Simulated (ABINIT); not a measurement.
# A GW chain in ABINIT: SrTiO3 (Tausonite)

Aim: the G0W0 gap of SrTiO3 (Tausonite) on PBE, step by step.

Method: PBE and many-body steps on it, plane waves, in ABINIT 10.8.3.

**Experimental background.**

- Gap 3.77 eV: direct gap (M0 critical point); spectroscopic ellipsometry, second-derivative fit; 300 K; bulk crystal (commercial single crystal) (“Optical probe of ferroelectric order in bulk and thin film perovskite titanates”, 2013, arxiv:1309.1245).

**1. Set-up**

Symmetry: Pm-3m, No. 221, cubic system. The conventional cell has a = 3.905 Å, b = 3.905 Å, c = 3.905 Å, α = 90.00°, β = 90.00°, γ = 90.00°. Nearest to Sr lie 12 O at 2.76 Å. Nearest to Ti lie 6 O at 1.95 Å. O has 2 Ti at 1.95 Å and 4 Sr at 2.76 Å nearest. Farther neighbours and most contacts between anions are not listed.

The cell and positions come from the Crystallography Open Database and are kept as given unless a step says otherwise.

**2. Ground state**

This step: ABINIT 10.8.3; DFT, PBE, plane waves, norm-conserving pseudopotentials.

The ground-state density comes first.

The input, run.abi:

```
acell 3*1.0 Angstrom
rprim 
  3.905280000000 0.000000000000 0.000000000000
  0.000000000000 3.905280000000 0.000000000000
  0.000000000000 0.000000000000 3.905280000000
ntypat 3
znucl 38 22 8
natom 5
typat 1 2 3 3 3
xred 
  0.500000000000 0.500000000000 0.500000000000
  0.000000000000 0.000000000000 0.000000000000
  0.500000000000 0.000000000000 0.000000000000
  0.000000000000 0.500000000000 0.000000000000
  0.000000000000 0.000000000000 0.500000000000
pp_dirpath "pseudos"
pseudos "Sr.upf, Ti.upf, O.upf"
ecut 38
ngkpt 6 6 6
nshiftk 1
shiftk 0 0 0
kptopt 1
chksymbreak 0
nband 26
occopt 1
tolvrs 1e-10
nstep 60
prtwf 0
optforces 0
optstress 0
indata_prefix "in"
outdata_prefix "out"
tmpdata_prefix "tmp"
```

The run is started by

```console
OMP_NUM_THREADS=1 mpirun -n 4 abinit run.abi > log
```

Numbers of over 12 decimals in the logs are rounded to 6 here.

Log:

```text
.Version 10.8.3 of ABINIT. v10.8.2 released Aug 2026.

 Symmetries : space group Pm -3 m (#221); Bravais cP (primitive cubic)
================================================================================
 Values of the parameters that define the memory need of the present run
     intxc =       0    ionmov =       0      iscf =       7    lmnmax =       6
     lnmax =       6     mgfft =      45  mpssoang =       3    mqgrid =    3001
     natom =       5  nloc_mem =       1    nspden =       1   nspinor =       1
    nsppol =       1      nsym =      48    n1xccc =    2501    ntypat =       3
    occopt =       1   xclevel =       2
-    mband =          26        mffmem =           1         mkmem =           5
       mpw =        4525          nfft =       91125          nkpt =          20
================================================================================
  Rough estimation (10% accuracy) of disk space for files :
================================================================================

--------------------------------------------------------------------------------
------------- Echo of variables that govern the present computation ------------
--------------------------------------------------------------------------------
 -outvars: echo values of preprocessed input variables --------
            acell      1.8897261259E+00  1.8897261259E+00  1.8897261259E+00 Bohr

      chksymbreak           0
             ecut      3.80000000E+01 Hartree
-          fftalg         312

              ixc     -101130
              kpt      0.00000000E+00  0.00000000E+00  0.00000000E+00
                       1.66666667E-01  0.00000000E+00  0.00000000E+00
                       3.33333333E-01  0.00000000E+00  0.00000000E+00
                       5.00000000E-01  0.00000000E+00  0.00000000E+00
                       1.66666667E-01  1.66666667E-01  0.00000000E+00
                       3.33333333E-01  1.66666667E-01  0.00000000E+00
                       5.00000000E-01  1.66666667E-01  0.00000000E+00
                       3.33333333E-01  3.33333333E-01  0.00000000E+00
                       5.00000000E-01  3.33333333E-01  0.00000000E+00
   [... 9 further rows ...]
                       5.00000000E-01  5.00000000E-01  3.33333333E-01
                       5.00000000E-01  5.00000000E-01  5.00000000E-01
         kptrlatt        6    0    0      0    6    0      0    0    6
          kptrlen      4.42794579E+01
P           mkmem           5
            natom           5
            nband          26
            ngfft          45      45      45
             nkpt          20
            nstep          60
             nsym          48
           ntypat           3
              occ      2.000000  2.000000  2.000000  2.000000  2.000000  2.000000
                       2.000000  2.000000  2.000000  2.000000  2.000000  2.000000
                       2.000000  2.000000  2.000000  2.000000  2.000000  2.000000
                       2.000000  2.000000  0.000000  0.000000  0.000000  0.000000
                       0.000000  0.000000
        optforces           0
        optstress           0
            prtwf           0
            rprim      3.9052800000E+00  0.0000000000E+00  0.0000000000E+00
[...]
spgroup         221

           tolvrs      1.00000000E-10

             xred      5.0000000000E-01  5.0000000000E-01  5.0000000000E-01
[...]
znucl       38.00000   22.00000    8.00000

================================================================================

 chkinp: Checking input parameters for consistency.

================================================================================
== DATASET  1 ==================================================================
-   mpi_nproc: 4, omp_nthreads: 1 (-1 if OMP is not activated)

--- !DatasetInfo
iteration_state: {dtset: 1, }
dimensions: {natom: 5, nkpt: 20, mband: 26, nsppol: 1, nspinor: 1, nspden: 1, mpw: 4525, }
cutoff_energies: {ecut:  38.0, pawecutdg:  -1.0, }
electrons: {nelect:   4.00000000E+01, charge:   0.00000000E+00, occopt:   1.00000000E+00, tsmear:   1.00000000E-02, }

 Real(R)+Recip(G) space primitive vectors, cartesian coordinates (Bohr,Bohr^-1):
 R(1)=  7.3799096  0.0000000  0.0000000  G(1)=  0.1355030  0.0000000  0.0000000
 R(2)=  0.0000000  7.3799096  0.0000000  G(2)=  0.0000000  0.1355030  0.0000000
 R(3)=  0.0000000  0.0000000  7.3799096  G(3)=  0.0000000  0.0000000  0.1355030
 Unit cell volume ucvol=  4.0193251E+02 bohr^3
 Angles (23,13,12)=  9.00000000E+01  9.00000000E+01  9.00000000E+01 degrees

 getcut: wavevector=  0.0000  0.0000  0.0000  ngfft=  45  45  45
         ecut(hartree)=     38.000   => boxcut(ratio)=   2.14855

--- Pseudopotential description ------------------------------------------------
- Sr Generated using ONCVPSP code by D. R. Hamann
- 38.00000  10.00000  171031                  znucl, zion, pspdat
12 -101130 2 -1 1834                          pspcod,pspxc,lmax,lloc,mmax
     nproj     2     2     2
  pspatm : epsatm=   12.84204793
         --- l  ekb(1:nproj) -->
[...]
pspatm: atomic psp has been read  and splines computed

- Ti Generated using ONCVPSP code by D. R. Hamann
- 22.00000  12.00000  171031                  znucl, zion, pspdat
12 -101130 2 -1 1586                          pspcod,pspxc,lmax,lloc,mmax
     nproj     2     2     2
  pspatm : epsatm=   14.68144553
         --- l  ekb(1:nproj) -->
[...]
pspatm: atomic psp has been read  and splines computed

- O Generated using ONCVPSP code by D. R. Hamann
-  8.00000   6.00000  171031                  znucl, zion, pspdat
12 -101130 2 -1 936                           pspcod,pspxc,lmax,lloc,mmax
     nproj     2     2     1
  pspatm : epsatm=    6.19545534
         --- l  ekb(1:nproj) -->
[...]
2   -1.331955
 pspatm: atomic psp has been read  and splines computed

   1.84439438E+03                                ecore*ucvol(ha*bohr**3)
--------------------------------------------------------------------------------

_setup2: Arith. and geom. avg. npw (full set) are    4500.495    4500.470

================================================================================

--- !BeginCycle
iteration_state: {dtset: 1, }
solver: {iscf: 7, nstep: 60, nline: 4, wfoptalg: 0, }
tolerances: {tolvrs: 1.00E-10, }

     iter   Etot(hartree)      deltaE(h)  residm     vres2
 ETOT  1  -142.93984632578    -1.429E+02 1.204E-01 1.913E+03
 ETOT  2  -134.35252462204     8.587E+00 1.309E-01 3.322E+04
 ETOT  3  -143.46700343535    -9.114E+00 7.517E-02 4.465E+02
 ETOT  4  -143.48430351532    -1.730E-02 1.176E-02 2.757E+02
 ETOT  5  -143.52490314262    -4.060E-02 3.524E-03 7.963E+01
 ETOT  6  -143.53667094116    -1.177E-02 2.378E-03 2.084E+01
 ETOT  7  -143.54052405821    -3.853E-03 9.859E-03 1.503E+00
 ETOT  8  -143.54082156406    -2.975E-04 1.867E-03 1.093E-01
 ETOT  9  -143.54084400344    -2.244E-05 4.528E-03 3.528E-04
 ETOT 10  -143.54084405617    -5.273E-08 1.489E-03 1.322E-04
 ETOT 11  -143.54084407869    -2.251E-08 1.326E-03 4.309E-06
 ETOT 12  -143.54084407962    -9.340E-10 9.459E-04 1.902E-09
 ETOT 13  -143.54084407962    -2.785E-12 1.805E-03 8.134E-10
 ETOT 14  -143.54084407963    -5.002E-12 1.226E-03 2.542E-12

 At SCF step   14       vres2   =  2.54E-12 < tolvrs=  1.00E-10 =>converged.

--- !ResultsGS
iteration_state: {dtset: 1, }
comment   : Summary of ground state results
lattice_vectors:
- [  7.3799096,   0.0000000,   0.0000000, ]
- [  0.0000000,   7.3799096,   0.0000000, ]
- [  0.0000000,   0.0000000,   7.3799096, ]
lattice_lengths: [   7.37991,    7.37991,    7.37991, ]
lattice_angles: [ 90.000,  90.000,  90.000, ] # degrees, (23, 13, 12)
lattice_volume:   4.0193251E+02
convergence: {deltae: -5.002E-12, res2:  2.542E-12, residm:  1.226E-03, diffor:  0.000E+00, }
etotal    :  -1.43540844E+02
entropy   :   0.00000000E+00
fermie    :   2.54497182E-01
cartesian_stress_tensor: null
pressure_GPa: null
xred      :
- [  5.0000E-01,   5.0000E-01,   5.0000E-01, Sr]
- [  0.0000E+00,   0.0000E+00,   0.0000E+00, Ti]
- [  5.0000E-01,   0.0000E+00,   0.0000E+00,  O]
- [  0.0000E+00,   5.0000E-01,   0.0000E+00,  O]
- [  0.0000E+00,   0.0000E+00,   5.0000E-01,  O]
cartesian_forces: null
force_length_stats: {min: null, max: null, mean: null, }

 Integrated electronic density in atomic spheres:
 ------------------------------------------------
 Atom  Sphere_radius  Integrated_density
[...]
================================================================================

 ----iterations are completed or convergence reached----

 Mean square residual over all n,k,spin=   83.496E-07; max=  12.261E-04
 reduced coordinates (array xred) for    5 atoms
       0.500000000000      0.500000000000      0.500000000000
       0.000000000000      0.000000000000      0.000000000000
       0.500000000000      0.000000000000      0.000000000000
       0.000000000000      0.500000000000      0.000000000000
       0.000000000000      0.000000000000      0.500000000000
 rms dE/dt=  0.0000E+00; max dE/dt=  0.0000E+00; dE/dt below (all hartree)
    1       0.000000000000      0.000000000000      0.000000000000
    2       0.000000000000      0.000000000000      0.000000000000
    3       0.000000000000      0.000000000000      0.000000000000
    4       0.000000000000      0.000000000000      0.000000000000
    5       0.000000000000      0.000000000000      0.000000000000

 cartesian coordinates (angstrom) at end:
    1      1.952640     1.952640     1.952640
    2      0.000000     0.000000     0.000000
    3      1.952640     0.000000     0.000000
    4      0.000000     1.952640     0.000000
    5      0.000000     0.000000     1.952640
 length scales=  1.889726125908  1.889726125908  1.889726125908 bohr
              =  1.000000000000  1.000000000000  1.000000000000 angstroms
 prteigrs : about to open file out_EIG
 Fermi (or HOMO) energy (hartree) =   0.25450   Average Vxc (hartree)=  -0.42036
 Eigenvalues (hartree) for nkpt=  20  k points:
 kpt#   1, nband= 26, wtk=  0.00463, kpt=  0.0000  0.0000  0.0000 (reduced coord)
  -1.81815   -0.94790   -0.94625   -0.94625   -0.94625   -0.38343   -0.34734   -0.34734
  -0.28601   -0.28601   -0.28601    0.15118    0.15118    0.15118    0.21165    0.21165
   0.21165    0.24145    0.24145    0.24145    0.32460    0.32460    0.32460    0.41575
   0.41576    0.45510
 prteigrs : prtvol=0 or 1, do not print more k-points.

--- !EnergyTerms
iteration_state     : {dtset: 1, }
comment             : Components of total free energy in Hartree
kinetic             :  6.54542980228912E+01
hartree             :  3.02029718585673E+01
xc                  : -2.97726453297862E+01
Ewald energy        : -1.06245779347251E+02
psp_core            :  4.58881612978461E+00
local_psp           : -1.06039726698925E+02
non_local_psp       : -1.72877871490931E+00
total_energy        : -1.43540844079629E+02
total_energy_eV     : -3.90594535032491E+03
band_energy         : -1.20259377884534E+01

== END DATASET(S) ==============================================================
================================================================================

 -outvars: echo values of variables after computation  --------
           etotal     -1.4354084408E+02
            nband          26
             nkpt          20
          spgroup         221
 [... the other variables as echoed above ...]

 Calculation completed.
```

Run time: 59 s. Hardware: 4 MPI ranks of Arm Neoverse N1, shared host; peak memory 0.34 GiB; 3.9 min of CPU time.

Numbers from this step:

```
total energy               : -3905.9454 eV
gap                        : 1.908 eV
k of the valence top       : 0.5, 0.5, 0.5
k of the conduction bottom : 0, 0, 0
least direct gap           : 2.263 eV
```

The gap is indirect, with the least direct gap 0.36 eV higher.

(Continued in part 2 of 3.)

[Paths, hosts, dates, memory and timing lines, banners, echoed tables and standing remarks are left out of the program output.]

[Logs are printed without paths, hosts, clocks, repeated set-up lines and the standing remarks that a program may print on its own settings, such as how far it seeks lower states.]

[Runs of the session that timed out or met a known fault of the program may be left out.]

[Hosts, paths, dates, database ids (printed as entryN), source tags and the programs' standing remarks are cut or masked in the printed files.]

[G0W0 gaps are taken among the corrected bands and points alone; a level outside them can change the order at an edge.]

[Where Ansatz stands beside ABINIT at settings called matched, ABINIT's density can come from a denser mesh and the files from another edition; pairs whose starting gaps differed by over 0.03 eV were left out, so agreement reads better than it is.]
